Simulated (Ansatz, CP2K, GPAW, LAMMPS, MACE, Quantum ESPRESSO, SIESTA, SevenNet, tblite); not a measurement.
# Running liquid Zn23Cd15S38 at 1800 K (76 atoms) with Quantum ESPRESSO

How do the settings of Quantum ESPRESSO change the result for liquid Zn23Cd15S38 at 1800 K (76 atoms)? A plane-wave run serves as the yardstick.

Method: the method is named at each step, in Quantum ESPRESSO 7.5.

### 1. The starting structure

The cell holds 76 atoms: 23 Zn, 15 Cd and 38 S. Cell: a = 11.895 Å, b = 11.895 Å, c = 11.895 Å, α = 90.0°, β = 90.0°, γ = 90.0°. 76 atoms (23 Zn, 15 Cd, 38 S) placed at random at 4.35 g/cm³, melted at 2500 K for 10 ps at fixed volume with the Stillinger-Weber II-VI potential (Zhou et al., Phys. Rev. B 88, 085309 (2013)). Snapshot at the end of a hold of 5 ps at 1800 K and fixed volume.

The yardstick, on the same geometry:

* method: Kohn-Sham DFT, PBE, PAW, plane waves (Ansatz 0.2.0); cutoff 420 eV, Γ point, fermi-dirac smearing of 0.05 eV; PAW set soft_2
* r.m.s. force component: 0.8509 eV/Å
* longest force: 2.828 eV/Å
* pressure: -1.136 GPa
* SCF cycles: 13
* time: 29 s on 4 threads of Arm Neoverse V2, shared host
* CPU time: 1.9 min

### 2. PBE, sssp-1.3.0-efficiency, 45/360 Ry

Method: Kohn-Sham DFT, PBE, SSSP efficiency 1.3.0 pseudopotentials, plane waves.

Contents of pw.in:

```
&control
  calculation = 'scf'
  pseudo_dir = './pseudo'
  outdir = './tmp'
  disk_io = 'none'
  tprnfor = .true.
  tstress = .true.
/
&system
  ibrav = 0
  nat = 76
  ntyp = 3
  ecutwfc = 45
  ecutrho = 360
  nosym = .true.
  occupations = 'smearing'
  smearing = 'fd'
  degauss = 0.003675
/
&electrons
  conv_thr = 3.8e-07
  electron_maxstep = 100
  mixing_beta = 0.4
  mixing_mode = 'plain'
  diagonalization = 'david'
/
ATOMIC_SPECIES
Zn 65.380 Zn.upf
Cd 112.414 Cd.upf
S 32.060 S.upf
CELL_PARAMETERS angstrom
11.89530 0.00000 0.00000
0.00000 11.89530 0.00000
0.00000 0.00000 11.89530
ATOMIC_POSITIONS crystal
Zn 0.87728 0.86571 0.89147
Zn 0.05469 0.91677 0.61897
Zn 0.55965 0.96035 0.83510
Zn 0.73256 0.84664 0.12254
Zn 0.36740 0.86019 0.69986
Zn 0.94831 0.20284 0.72996
Zn 0.82777 0.53974 0.19333
Zn 0.92509 0.93411 0.36228
Zn 0.81200 0.36646 0.87443
Zn 0.06125 0.48544 0.36240
Zn 0.07395 0.98237 0.06683
Zn 0.30533 0.90138 0.03133
Zn 0.24072 0.87050 0.38984
Zn 0.18095 0.09833 0.82417
Zn 0.54464 0.04729 0.11158
Zn 0.70059 0.08068 0.93355
Zn 0.68420 0.99669 0.52012
Zn 0.16513 0.68040 0.25930
Zn 0.56985 0.24620 0.76629
Zn 0.59953 0.31379 0.09874
Zn 0.14060 0.35702 0.69177
Zn 0.83404 0.70110 0.45040
Zn 0.48239 0.97051 0.34340
Cd 0.93001 0.24717 0.16037
Cd 0.07896 0.60276 0.67655
Cd 0.41655 0.22394 0.42455
Cd 0.77486 0.74627 0.75723
Cd 0.12224 0.47152 0.01275
Cd 0.61348 0.59605 0.92032
Cd 0.57928 0.68628 0.37380
Cd 0.66766 0.40727 0.43183
Cd 0.37946 0.53508 0.56574
Cd 0.28170 0.23812 0.14138
Cd 0.98809 0.64591 0.97216
Cd 0.87354 0.25786 0.50695
Cd 0.36186 0.46087 0.86016
Cd 0.10125 0.15548 0.39867
Cd 0.41744 0.58073 0.12609
S 0.94201 0.70096 0.28282
S 0.82869 0.11077 0.32304
S 0.57402 0.65033 0.60014
S 0.34697 0.02212 0.15885
S 0.41893 0.38970 0.07398
S 0.13725 0.10462 0.61486
S 0.00506 0.39792 0.52814
S 0.63458 0.44546 0.76560
S 0.41106 0.72526 0.96788
S 0.29890 0.62504 0.75635
S 0.80710 0.54593 0.55584
S 0.50034 0.17013 0.93682
S 0.02010 0.35878 0.87118
S 0.86190 0.87126 0.58129
S 0.56984 0.87623 0.01430
S 0.34040 0.98982 0.84624
S 0.78280 0.23232 0.01248
S 0.32591 0.28394 0.75705
[... 16 atom lines left out ...]
S 0.85929 0.98107 0.06607
S 0.70309 0.83074 0.34112
S 0.56425 0.90926 0.64573
S 0.08700 0.95164 0.27180
K_POINTS gamma
```

On the command line:

```console
> OMP_NUM_THREADS=1 mpirun -np 4 pw.x -in pw.in > output.txt
```

What it wrote:

```text
Program PWSCF
     gamma-point specific algorithms are used
     one sub-group per band group will be used
     scalapack distributed-memory algorithm (size of sub-group:  2*  2 procs)
     Parallelization info
     sticks:   dense  smooth     PW     G-vecs:    dense   smooth      PW
     Min        3609    1802    446               327423   115686   14430
     Max        3612    1803    448               327436   115693   14440
     Sum       14441    7209   1789              1309711   462751   57747
     bravais-lattice index     =            0
     lattice parameter (alat)  =      22.4789  a.u.
     unit-cell volume          =   11358.5475 (a.u.)^3
     number of atoms/cell      =           76
     number of atomic types    =            3
     number of electrons       =       868.00
     number of Kohn-Sham states=          521
     kinetic-energy cutoff     =      45.0000  Ry
     charge density cutoff     =     360.0000  Ry
     scf convergence threshold =      3.8E-07
     mixing beta               =       0.4000
     number of iterations used =            8  plain     mixing
     Exchange-correlation=  SLA  PW   PBX  PBC
                           (   1   4   3   4   0   0   0)
     crystal axes: (cart. coord. in units of alat)
               a(1) = (   1.000000   0.000000   0.000000 )
               a(2) = (   0.000000   1.000000   0.000000 )
               a(3) = (   0.000000   0.000000   1.000000 )
     reciprocal axes: (cart. coord. in units 2 pi/alat)
               b(1) = (  1.000000  0.000000  0.000000 )
               b(2) = (  0.000000  1.000000  0.000000 )
               b(3) = (  0.000000  0.000000  1.000000 )
     PseudoPot. # 1 for Zn:
     Pseudo is Ultrasoft, Zval = 20.0
     PseudoPot. # 2 for Cd:
     Pseudo is Ultrasoft + core correction, Zval = 12.0
     PseudoPot. # 3 for S :
     Pseudo is Ultrasoft + core correction, Zval =  6.0
     atomic species   valence    mass     pseudopotential
     Zn               20.00    65.38000     Zn( 1.00)
     Cd               12.00   112.41400     Cd( 1.00)
     S                 6.00    32.06000     S ( 1.00)
     No symmetry found
   Cartesian axes
     number of k points=     1  Fermi-Dirac smearing, width (Ry)=  0.0037
                       cart. coord. in units 2pi/alat
        k(    1) = (   0.0000000   0.0000000   0.0000000), wk =   2.0000000
     Dense  grid:   654856 G-vectors     FFT dimensions: ( 135, 135, 135)
     Smooth grid:   231376 G-vectors     FFT dimensions: (  96,  96,  96)
     Initial potential from superposition of free atoms
     starting charge     867.9221, renormalised to     868.0000
     Starting wfcs are  586 randomized atomic wfcs
     Self-consistent Calculation
     iteration #  1     ecut=    45.00 Ry     beta= 0.40
     Threshold (ethr) on eigenvalues was too large:
     Diagonalizing with lowered threshold
     total energy              =  -13364.37672103 Ry
     estimated scf accuracy    <       5.89056102 Ry
     iteration #  2     ecut=    45.00 Ry     beta= 0.40
     total energy              =  -13364.14457778 Ry
     estimated scf accuracy    <       9.67156945 Ry
     iteration #  3     ecut=    45.00 Ry     beta= 0.40
     total energy              =  -13365.63814497 Ry
     estimated scf accuracy    <       4.85755962 Ry
     iteration #  4     ecut=    45.00 Ry     beta= 0.40
     total energy              =  -13365.92011142 Ry
     estimated scf accuracy    <       1.07747895 Ry
     iteration #  5     ecut=    45.00 Ry     beta= 0.40
     total energy              =  -13365.97720521 Ry
     estimated scf accuracy    <       0.60400965 Ry
     iteration #  6     ecut=    45.00 Ry     beta= 0.40
     total energy              =  -13366.00940017 Ry
     estimated scf accuracy    <       0.19080597 Ry
[...]
total energy              =  -13366.02725158 Ry
[...]
iteration # 19     ecut=    45.00 Ry     beta= 0.40
     total energy              =  -13366.02725176 Ry
     estimated scf accuracy    <       0.00000089 Ry
     iteration # 20     ecut=    45.00 Ry     beta= 0.40
     total energy              =  -13366.02725183 Ry
     estimated scf accuracy    <       0.00000080 Ry
     iteration # 21     ecut=    45.00 Ry     beta= 0.40
     End of self-consistent calculation
          k = 0.0000 0.0000 0.0000 ( 28874 PWs)   bands (ev):
  -119.5540-119.4288-119.3977-119.3793-119.3775-119.3559-119.3309-119.1296
  -119.1109-119.1030-119.1018-119.0894-119.0154-119.0029-119.0005-118.9739
  -118.9411-118.9293-118.8991-118.8798-118.8542-118.8357-118.7459 -73.7603
   -73.7095 -73.6887 -73.6601 -73.6267 -73.6150 -73.5767 -73.5756 -73.5692
   -73.5568 -73.5528 -73.5519 -73.5464 -73.5258 -73.5253 -73.5247 -73.5032
   -73.5003 -73.4875 -73.4759 -73.4728 -73.3661 -73.3187 -73.3074 -73.3053
   -73.3018 -73.2708 -73.2705 -73.2658 -73.2634 -73.2558 -73.2555 -73.2528
   -73.2494 -73.2460 -73.2239 -73.2226 -73.2131 -73.1957 -73.1793 -73.1688
   -73.1666 -73.1647 -73.1581 -73.1499 -73.1459 -73.1390 -73.1277 -73.1255
[...]
11.6712  11.6971  11.7243  11.8156  11.8864  11.9036  11.9651  12.0229
    12.0636  12.1706  12.2151  12.2559  12.2650  12.3391  12.3905  12.4240
    12.4555  12.5198  12.5416  12.6303  12.6409  12.7086  12.7219  12.7583
    12.8222
     the Fermi energy is     6.7170 ev
!    total energy              =  -13366.02725161 Ry
     estimated scf accuracy    <       0.00000036 Ry
     smearing contrib. (-TS)   =      -0.01530781 Ry
     internal energy E=F+TS    =  -13366.01194380 Ry
     The total energy is F=E-TS. E is the sum of the following terms:
     one-electron contribution =  -12522.58234061 Ry
     hartree contribution      =    6619.96289221 Ry
     xc contribution           =   -1932.66215490 Ry
     ewald contribution        =   -5530.73034050 Ry
     convergence has been achieved in  21 iterations
     Forces acting on atoms (cartesian axes, Ry/au):
     atom    1 type  1   force =     0.03652415    0.07161910    0.03609746
     atom    2 type  1   force =     0.01204722   -0.00151624    0.01485849
     atom    3 type  1   force =    -0.02458172    0.00227171   -0.01547265
     atom    4 type  1   force =     0.01716638   -0.00736381    0.02287395
     atom    5 type  1   force =    -0.02297636    0.00279330   -0.02767985
     atom    6 type  1   force =     0.02053947   -0.02823383    0.02573674
[...]
atom   74 type  3   force =     0.04356758    0.08472315   -0.03055143
     atom   75 type  3   force =    -0.02117656   -0.02708207    0.06499242
     atom   76 type  3   force =     0.04821459    0.02060882    0.04634048
     Total force =     0.503352     Total SCF correction =     0.003725
     Computing stress (Cartesian axis) and pressure
          total   stress  (Ry/bohr**3)                   (kbar)     P=      -15.55
  -0.00015696   0.00000469   0.00004653          -23.09        0.69        6.84
   0.00000469  -0.00001087  -0.00000954            0.69       -1.60       -1.40
   0.00004653  -0.00000954  -0.00014935            6.84       -1.40      -21.97
     Message from routine punch:
     Nothing written, as per user request (disk_io='none')
```

It took 6.1 min on 4 MPI ranks of Arm Neoverse V2, shared host; peak memory 4.3 GiB; 24 min of CPU time.

Banners, paths, timers and routine set-up lines are dropped from the logs unmarked, and long logs keep their key lines alone; longer cuts are marked.

Numbers from this run, and their distance from the reference:

```yaml
r_m_s_force_component: 0.8571 eV/Å
r_m_s_difference_of_force_components: 12.75 meV/Å
longest_difference_of_force_vectors: 53.78 meV/Å
force_difference_over_r_m_s_force: 1.498 %
slope_of_forces_against_the_reference_s: 1.007
correlation_of_force_components: 0.9999
pressure: -1.555 GPa
pressure_difference: -0.4191 GPa
```

Length of the force difference by element (eV/Å):

| element | atoms | mean | most |
| --- | --- | --- | --- |
| Cd | 15 | 0.027 | 0.052 |
| S | 38 | 0.019 | 0.054 |
| Zn | 23 | 0.011 | 0.018 |

The surroundings of S64, picked at random, nearest first, numbered as they follow in the input and with coordinates relative to it.

| atom | x | y | z | distance (Å) | bonds | Fx | Fy | Fz (eV/Å) |
| --- | --- | --- | --- | --- | --- | --- | --- | --- |
| S64 | 0.00 | 0.00 | 0.00 | 0.00 | 3 | 0.92 | 0.50 | -0.49 |
| Zn17 | -0.08 | -2.00 | -1.25 | 2.36 | 3 | 0.62 | -0.28 | 0.08 |
| Zn19 | -1.44 | 0.97 | 1.67 | 2.41 | 3 | -0.25 | 0.78 | -0.14 |
| Cd35 | 2.17 | 1.10 | -1.41 | 2.82 | 3 | -1.96 | -2.03 | -0.58 |
| S70 | 1.80 | -1.49 | 1.76 | 2.92 | 3 | -0.96 | 0.34 | 0.48 |
| S58 | -2.35 | 2.15 | -0.77 | 3.28 | 3 | 0.98 | 1.00 | -0.14 |
| Zn6 | 3.06 | 0.45 | 1.24 | 3.34 | 2 | 0.53 | -0.73 | 0.66 |
| S75 | -1.51 | -3.04 | 0.24 | 3.40 | 3 | -0.54 | -0.70 | 1.67 |
| Cd31 | -0.28 | 2.88 | -2.30 | 3.70 | 3 | -0.41 | -0.37 | 2.77 |
| S46 | -0.67 | 3.34 | 1.67 | 3.79 | 3 | 0.32 | -0.97 | 1.50 |
| Zn16 | 0.12 | -1.00 | 3.66 | 3.80 | 4 | 0.87 | -0.19 | -0.16 |
| Zn3 | -1.56 | -2.43 | 2.49 | 3.82 | 3 | -0.63 | 0.06 | -0.40 |

Forces lie 1.5 % from the reference's, at 13 times its CPU time.

### 3. PBE+D3(BJ), sssp-1.3.0-efficiency, 45/360 Ry

Method: Kohn-Sham DFT, PBE+D3(BJ), SSSP efficiency 1.3.0 pseudopotentials, plane waves.

Changes to pw.in since step 2:

```diff
@@ -18,2 +18,5 @@
   degauss = 0.003675
+  vdw_corr = 'dft-d3'
+  dftd3_version = 4
+  dftd3_threebody = .false.
 /
```

What it wrote:

```text
[banner, memory and clock lines left out]
Program PWSCF
     gamma-point specific algorithms are used
     one sub-group per band group will be used
     bravais-lattice index     =            0
     lattice parameter (alat)  =      22.4789  a.u.
     unit-cell volume          =   11358.5475 (a.u.)^3
     number of atoms/cell      =           76
     number of atomic types    =            3
     number of electrons       =       868.00
[... lines left out ...]
     scf convergence threshold =      3.8E-07
[... lines left out ...]
     number of k points=     1  Fermi-Dirac smearing, width (Ry)=  0.0037
[... lines left out ...]
     total energy              =  -13366.06122037 Ry
[... lines left out ...]
     total energy              =  -13365.82907712 Ry
[... lines left out ...]
     total energy              =  -13367.32264431 Ry
[... lines left out ...]
     total energy              =  -13367.71175110 Ry
[... lines left out ...]
     total energy              =  -13367.71175117 Ry
[... lines left out ...]
   -73.7095 -73.6887 -73.6601 -73.6267 -73.6150 -73.5767 -73.5756 -73.5692
   -73.5568 -73.5528 -73.5519 -73.5464 -73.5258 -73.5253 -73.5247 -73.5032
   -73.5003 -73.4875 -73.4759 -73.4728 -73.3661 -73.3187 -73.3074 -73.3053
[...]
12.0636  12.1706  12.2151  12.2559  12.2650  12.3391  12.3905  12.4240
    12.4555  12.5198  12.5416  12.6303  12.6409  12.7086  12.7219  12.7583
    12.8222
     the Fermi energy is     6.7170 ev
!    total energy              =  -13367.71175095 Ry
     estimated scf accuracy    <       0.00000036 Ry
     smearing contrib. (-TS)   =      -0.01530781 Ry
     internal energy E=F+TS    =  -13367.69644314 Ry
     The total energy is F=E-TS. E is the sum of the following terms:
     one-electron contribution =  -12522.58234061 Ry
     hartree contribution      =    6619.96289221 Ry
     xc contribution           =   -1932.66215490 Ry
     ewald contribution        =   -5530.73034050 Ry
     DFT-D3 Dispersion         =      -1.68449934 Ry
     convergence has been achieved in  21 iterations
     Forces acting on atoms (cartesian axes, Ry/au):
     atom    1 type  1   force =     0.03631942    0.07187538    0.03597495
     atom    2 type  1   force =     0.01166120   -0.00136379    0.01483882
     atom    3 type  1   force =    -0.02391108    0.00221632   -0.01518204
[...]
atom   75 type  3   force =    -0.02063533   -0.02699700    0.06505852
     atom   76 type  3   force =     0.04839241    0.02064070    0.04597361
     Total force =     0.503226     Total SCF correction =     0.003725
     Computing stress (Cartesian axis) and pressure
          total   stress  (Ry/bohr**3)                   (kbar)     P=      -38.63
  -0.00031324   0.00000508   0.00004692          -46.08        0.75        6.90
   0.00000508  -0.00016666  -0.00000947            0.75      -24.52       -1.39
   0.00004692  -0.00000947  -0.00030786            6.90       -1.39      -45.29
     Message from routine punch:
     Nothing written, as per user request (disk_io='none')
```

Run time: 6.9 min. Hardware: 4 MPI ranks; peak memory 4.4 GiB; 27 min of CPU time.

Against the reference:

- r.m.s. force component: 0.8569 eV/Å
- r.m.s. difference of force components: 15.81 meV/Å
- longest difference of force vectors: 60.34 meV/Å
- force difference over r.m.s. force: 1.858 %
- slope of forces against the reference's: 1.007
- correlation of force components: 0.9999
- pressure: -3.863 GPa
- pressure difference: -2.727 GPa

Against the first run (1.5 %), the force difference from the reference is 1.9 %, at 1.1 times the CPU time; the model has changed, so this is no error of the program alone.

(Part 1 of 2 ends here.)

[Also dropped from logs without a mark: logging warnings of Python, and SIESTA's first energy breakdown and zero terms.]

[Logs are printed without paths, hosts, clocks, repeated set-up lines and the standing remarks that a program may print on its own settings, such as how far it seeks lower states.]

[Hosts, paths, dates, database ids (printed as entryN), source tags and the programs' standing remarks are cut or masked in the printed files.]
